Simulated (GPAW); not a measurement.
# Ni3 Cu4 Ni3 111: parallel and opposed starts, part 2 of 2

Aim: find out whether Ni3 Cu4 Ni3 111 carries moments, and which collinear order costs least.

GPAW 26.7.0; PBE; plane waves with GPAW's PAW setups, scalar-relativistic.

So far. Step 2 (Start 1: ferro ++++++): After 51 cycles the largest moment stands at 0.761 μB.

**3. Run 2 (antiferro +++---)**

An opposed order shows whether the pairs that it reverses prefer unlike signs.

File order2.py:

```python
import json
import numpy as np
from ase import Atoms
from ase.parallel import paropen, parprint
from gpaw import GPAW

atoms = Atoms(['Ni', 'Ni', 'Ni', 'Cu', 'Cu', 'Cu', 'Cu', 'Ni', 'Ni', 'Ni'],
    cell=[[2.556191, 0.0, 0.0],
         [-1.278096, 2.213726, 0.0],
         [0.0, 0.0, 29.972302]],
    scaled_positions=[[0.0, 0.0, 0.200185],
         [0.333333, 0.666667, 0.264452],
         [0.666667, 0.333333, 0.328719],
         [0.0, 0.0, 0.39564],
         [0.333333, 0.666667, 0.465213],
         [0.666667, 0.333333, 0.534787],
         [0.0, 0.0, 0.60436],
         [0.333333, 0.666667, 0.671281],
         [0.666667, 0.333333, 0.735548],
         [0.0, 0.0, 0.799815]],
    pbc=True,
    magmoms=[0.8, 0.8, 0.8, 0.0, 0.0, 0.0, 0.0, -0.8, -0.8, -0.8])
atoms.calc = GPAW(mode={'name': 'pw', 'ecut': 450},
    xc='PBE',
    kpts={'size': (20, 20, 1), 'gamma': True},
    occupations={'name': 'fermi-dirac', 'width': 0.05},
    convergence={'density': 1e-05, 'energy': 1e-05},
    maxiter=200,
    mixer={'name': 'pulay', 'beta': 0.03, 'nmaxold': 8, 'weight': 100},
    symmetry={'tolerance': 1e-4},
    txt='order2.txt')
e = atoms.get_potential_energy(force_consistent=True)
res = {'free_energy': e, 'energy_sigma0': atoms.get_potential_energy(), 'fermi_energy': atoms.calc.get_fermi_level()}
res['moments'] = atoms.get_magnetic_moments().tolist()
res['total'] = atoms.get_magnetic_moment()
parprint('site moments (muB):', np.round(res['moments'], 3))
parprint(f"total moment: {res['total']:.3f} muB")
parprint(f'free energy: {e:.6f} eV')
atoms.calc.write('order2.gpw')
with paropen('results.json', 'w') as f:
    json.dump(res, f)
```

On the command line:

```console
OMP_NUM_THREADS=1 mpirun -n 4 gpaw python order2.py > order2.log
```

Numbers of over 12 decimals in the logs are rounded to 6 here.

Log:

```text
site moments (muB): [ 0.755  0.724  0.505 -0.002 -0.003  0.003  0.002 -0.505 -0.724 -0.755]
total moment: 0.000 muB
free energy: -56.597023 eV

--- order2.txt ---
Input parameters:
  mode=PW(ecut=450),
  convergence={'density': 1e-05, 'energy': 1e-05},
  kpts=MonkhorstPack(size=(20, 20, 1), gamma=True),
  maxiter=200,
  mixer=Pulay(name='pulay', nmaxold=8, beta=0.03, weight=100, sigma=0.015, g_ss=None),
  occupations=Occupations(name='fermi-dirac', width=0.05),
  symmetry=Symmetry(tolerance=0.0001),
  xc=XC(name='PBE')

Diagonalizing LCAO Hamiltonian
Converting LCAO to pw mode

       Ni

           Ni

        Ni

       Cu

           Cu

        Cu

       Cu

           Ni

        Ni

       Ni

Atoms  # Å, Bohr magnetons
|   | symbol |         x |        y |         z |    initial magnetic moments |
|---|--------|-----------|----------|-----------|-----------------------------|
| 0 |     Ni |  0.000000 | 0.000000 |  6.000005 | ( 0.0000,  0.0000,  0.8000) |
| 1 |     Ni | -0.000002 | 1.475818 |  7.926235 | ( 0.0000,  0.0000,  0.8000) |
| 2 |     Ni |  1.278097 | 0.737908 |  9.852465 | ( 0.0000,  0.0000,  0.8000) |
| 3 |     Cu |  0.000000 | 0.000000 | 11.858242 | ( 0.0000,  0.0000,  0.0000) |
| 4 |     Cu | -0.000002 | 1.475818 | 13.943505 | ( 0.0000,  0.0000,  0.0000) |
| 5 |     Cu |  1.278097 | 0.737908 | 16.028797 | ( 0.0000,  0.0000,  0.0000) |
| 6 |     Cu |  0.000000 | 0.000000 | 18.114060 | ( 0.0000,  0.0000,  0.0000) |
| 7 |     Ni | -0.000002 | 1.475818 | 20.119837 | ( 0.0000,  0.0000, -0.8000) |
| 8 |     Ni |  1.278097 | 0.737908 | 22.046067 | ( 0.0000,  0.0000, -0.8000) |
| 9 |     Ni |  0.000000 | 0.000000 | 23.972297 | ( 0.0000,  0.0000, -0.8000) |

Unit cell  # Å
| periodic |         x |        y |         z |   lengths |     angles |
|----------|-----------|----------|-----------|-----------|------------|
|      yes |  2.556191 | 0.000000 |  0.000000 |  2.556191 |  90.000000 |
|      yes | -1.278096 | 2.213726 |  0.000000 |  2.556191 |  90.000000 |
|      yes |  0.000000 | 0.000000 | 29.972302 | 29.972302 | 120.000014 |

Number of symmetries: 6

BZ-sampling:
  Number of BZ points: 400
  Number of IBZ points: 44

  Monkhorst-Pack size: [20, 20, 1]
  Monkhorst-Pack shift: [0.025, 0.025, 0.0]

Plane wave coefficients: 3781
Cutoff: 450.000000 eV

Spin-components: 2 (collinear spins)
Bands:           88
Projectors:      60
Spin-degeneracy: 1
Datatype:        complex128

Parallelization:
  kpt:    4
  domain: 1
  band:   1

Density:
  Valence electrons: 140.0
  Components: 2
  Grid points: [ 14  14 147]
  Charge: 0.0  # |e|

Potential:
  Grid points: [ 14  14 147]

[... setups left out ...]
Reference energy: -428293.798048  # eV

eigensolver:
  PPCG
  Converge bands: occupied
  niter=2

density mixing:
  Pulay-Mixer
  Linear mixing parameters: 0.03
  Old densities: 8
  Fourier metric: weight=100, sigma=0.015

occupation numbers:
  Fermi-Dirac:
    width: 0.0500  # eV

poisson solver:
  ecut: 3600.000000  # eV

xc functional:
  name: PBE with 2 nearest neighbor stencil

convergence criteria:
- Maximum integral of absolute [dens]ity change: 1e-05 electrons / valence electron
- Maximum [total energy] change in last 3 cyles: 1e-05 eV / valence electron
- Maximum integral of absolute [eigenst]ate change: 4e-08 eV^2 / valence electron
maximum number of iterations: 200

SCF iterations
|iter     |      energy | eigst |  dens |  magmom |
|---------|-------------|-------|-------|---------|
|iter:   1|       0s |  -85.977842 | +0.60 |       |  +0.0000|
|iter:   2|      13s | -187.652288 | +1.28 | -0.72 |  +0.0000|
|iter:   3|      26s |  -65.448776 | -0.08 | -0.57 |  -0.0000|
|iter:   4|      38s |  -59.324891 | -1.09 | -1.00 |  -0.0000|
|iter:   5|      51s |  -57.868886 | -1.71 | -1.19 |  +0.0000|
|iter:   6|      63s |  -58.037302 | -1.36 | -1.33 |  -0.0000|
|iter:   7|      76s |  -56.964004 | -2.16 | -1.18 |  +0.0000|
|iter:   8|      89s |  -56.953806 | -1.83 | -1.37 |  -0.0000|
|iter:   9|     101s |  -56.570582 | -2.39 | -1.50 |  +0.0000|
|iter:  10|     114s |  -56.391866 | -2.54 | -1.61 |  -0.0001|
[... 51 iterations left out ...]
|iter:  62|     711s |  -56.550027c| -8.36c| -4.65 |  +0.0000|
|iter:  63|     717s |  -56.550023c| -7.88c| -4.70 |  +0.0000|
|iter:  64|     723s |  -56.550021c| -8.30c| -4.80 |  +0.0000|
|iter:  65|     728s |  -56.550021c| -8.45c| -4.83 |  +0.0000|
|iter:  66|     734s |  -56.550021c| -8.61c| -4.84 |  +0.0000|
|iter:  67|     740s |  -56.550021c| -8.53c| -4.87 |  +0.0000|
|iter:  68|     746s |  -56.550021c| -9.22c| -4.85 |  +0.0000|
|iter:  69|     752s |  -56.550021c| -8.28c| -4.86 |  +0.0000|
|iter:  70|     761s |  -56.550018c| -7.56c| -4.90 |  +0.0000|
|iter:  71|     767s |  -56.550017c| -8.21c| -5.14c|  +0.0000|

Converged in 71 steps
Energy contributions relative to reference atoms: (reference = -428293.798048)

Energy contributions:
  Kinetic:         -14.301783
  Coulomb:          13.791803
  Zero:              1.217310
  External:          0.000000
  Xc:              -57.210340
  Entropy:          -0.094012
  Spinorbit:         0.000000
  ----------------------------
  Free energy:     -56.597023
  Extrapolated:    -56.550017

dipole moment: (-10.783880, -18.678232, 0.000003)  # |e|*Ang

Total magnetic moment: (0.000000, 0.000000, 0.000000)

Local magnetic moments
|        x |        y |         z |
|----------|----------|-----------|
| 0.000000 | 0.000000 |  0.755350 |  # Ni   0
| 0.000000 | 0.000000 |  0.724376 |  # Ni   1
| 0.000000 | 0.000000 |  0.504715 |  # Ni   2
| 0.000000 | 0.000000 | -0.001610 |  # Cu   3
| 0.000000 | 0.000000 | -0.002976 |  # Cu   4
| 0.000000 | 0.000000 |  0.002976 |  # Cu   5
| 0.000000 | 0.000000 |  0.001610 |  # Cu   6
| 0.000000 | 0.000000 | -0.504715 |  # Ni   7
| 0.000000 | 0.000000 | -0.724376 |  # Ni   8
| 0.000000 | 0.000000 | -0.755350 |  # Ni   9

Fermi level: 3.894
Eigenvalues  # (at kpt = [-0.000, -0.000, 0.000])
| band index |      eig [eV] | occ [0-1] |      eig [eV] | occ [0-1] |
|------------|---------------|-----------|---------------|-----------|
|          0 |       -60.377 |     1.000 |       -60.377 |     1.000 |
|        ... |               |           |               |           |
|         67 |         2.874 |     1.000 |         2.874 |     1.000 |
|         68 |         2.874 |     1.000 |         2.874 |     1.000 |
|         69 |         3.231 |     1.000 |         3.231 |     1.000 |
|         70 |         3.232 |     1.000 |         3.232 |     1.000 |
|         71 |         3.263 |     1.000 |         3.263 |     1.000 |
|         72 |         3.263 |     1.000 |         3.263 |     1.000 |
|         73 |         3.498 |     1.000 |         3.498 |     1.000 |
|         74 |         3.499 |     1.000 |         3.499 |     1.000 |
|         75 |         4.023 |     0.071 |         4.023 |     0.071 |
|         76 |         4.060 |     0.035 |         4.060 |     0.035 |
|         77 |         4.061 |     0.034 |         4.061 |     0.034 |
|         78 |         4.139 |     0.007 |         4.139 |     0.007 |
|         79 |         8.471 |     0.000 |         8.471 |     0.000 |
|         80 |         8.890 |     0.000 |         8.890 |     0.000 |
|         81 |         9.428 |     0.000 |         9.428 |     0.000 |
|         82 |        10.681 |     0.000 |        10.681 |     0.000 |
|        ... |               |           |               |           |
|         87 |        17.574 |     0.000 |        17.574 |     0.000 |

No gap
No difference between direct/indirect transitions
```

Elapsed: 13 min, on 4 MPI ranks of Arm Neoverse V2, shared host; peak memory 1.4 GiB; 53 min of CPU time.

Spin moment in the augmentation sphere by atom:

```csv
atom,spin moment in the augmentation sphere (μB)
Ni1,0.755
Ni2,0.724
Ni3,0.505
Cu4,-0.002
Cu5,-0.003
Cu6,0.003
Cu7,0.002
Ni8,-0.505
Ni9,-0.724
Ni10,-0.755
```

This step gave:

```yaml
magnetization: 0 μB
final_state: antiferromagnetic
```

It lies 0.732 meV a seeded atom over the first start, and its largest moment is 0.755 μB against 0.761 μB.

**4. The states side by side**

These are free energies at a smearing of 0.05 eV, so its entropy term is in the differences. They are divided by the number of seeded atoms, so that cells of unlike size compare.

Orders:

```csv
start,final state,typed order kept,energy over the lowest (meV a seeded atom),largest site moment (μB),net moment (μB a primitive cell),mesh matched,CPU time (s)
ferro ++++++,ferromagnetic,yes,0,0.7615,3.809,yes,2534
antiferro +++---,antiferromagnetic,yes,0.7316,0.7553,0,yes,3158
```

**5. What came out**

- lowest state found: ferromagnetic (typed ferro ++++++)
- largest site moment: 0.761 μB
- next state: antiferromagnetic, 0.732 meV a seeded atom higher

What this shows: The lowest state found is ferromagnetic, reached from the start ferro ++++++, with moments up to 0.761 μB. The two lowest states lie so close that the mesh, the functional or spin–orbit coupling could swap them. This is the lowest of 2 finished starts, no proof of the ground state.

[Logs and program files are shortened in this print: banners, set-up blocks, solver, clock and traceback lines can be left out without a mark of their own.]

[Logs are printed without paths, hosts, clocks, repeated set-up lines and the standing remarks that a program may print on its own settings, such as how far it seeks lower states.]

[Hosts, paths, dates, database ids (printed as entryN), source tags and the programs' standing remarks are cut or masked in the printed files.]

[Where a cell is said to come from a database of computed structures, the database is the Materials Project.]
